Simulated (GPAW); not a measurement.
GaN (P6_3mc): how ε∞ follows the gap

The empty bands of GaN (P6_3mc) are shifted up rigidly by Δ, and ε∞ along x is computed for each shift. x, y and z are the Cartesian axes of the input cell.

It takes space group P6_3mc (No. 186, hexagonal). The conventional cell has a = 3.180 Å, b = 3.180 Å, c = 5.166 Å, α = 90.00°, β = 90.00°, γ = 120.00°. Around Ga on site b lie 4 N at 1.94 to 1.95 Å. N on site b has 4 Ga at 1.94 to 1.95 Å as nearest neighbours.

Method: GPAW 26.7.0, LDA, RPA, k-mesh 12×12×6, local fields up to 50 eV, Lorentzian half width 0.15 eV.

Launch of the response step: `OMP_NUM_THREADS=1 python df.py`. The series took 3.0 min in all, its band step included, on 1 thread of Arm Neoverse V2 (shared host).

| Δ (eV) | ε∞ along x |
| --- | --- |
| 0.00 | 5.667 |
| 0.40 | 5.396 |
| 0.80 | ? |
| 1.20 | 4.955 |
| 1.60 | 4.772 |
| 2.00 | 4.607 |

With one effective transition at E₀ and fixed dipole strength, ε∞ − 1 = A/(E₀ + Δ), so 1/(ε∞ − 1) is linear in Δ.

Working, on the rows shown:

| x = Δ (eV) | y = 1/(ε∞ − 1) |
| --- | --- |
| 0 | 0.21427 |
| 0.4 | 0.22748 |
| 1.2 | 0.252845 |
| 1.6 | 0.265111 |
| 2 | 0.277239 |

Means: x̄ = 1.04, ȳ = 0.24739. Σ(x − x̄)(y − ȳ) = 0.08664, Σ(x − x̄)² = 2.752. Slope = 0.08664 / 2.752 = 0.03148; intercept = ȳ − slope · x̄ = 0.21465. Turned back into ε∞ along x, the line misses the rows shown by at most 0.0082.

**Question.** Fill in the last column of the withheld row.

**Answer.** At x = 0.8 the line gives y = 0.23983, that is 5.170. The run gave 5.161, so the interpolation is off by 0.0086, 0.8 % of the range in the table.

Refitted with all rows, the slope is 0.03145 and the intercept 0.21477. These give E₀ = intercept/slope = 6.8 eV, far above the least direct gap of 1.97 eV: most of the screening comes from transitions well over the edge. Over the first step ε∞ falls by 12 % per eV. The cell comes from an older database entry, whose edges can be off by a per cent or so. Excitons are left out; LDA gaps are as a rule too small. The values come from a sum over the points of one k-mesh and carry its error, which grows as the direct gap shrinks. Spin-orbit coupling is left out.
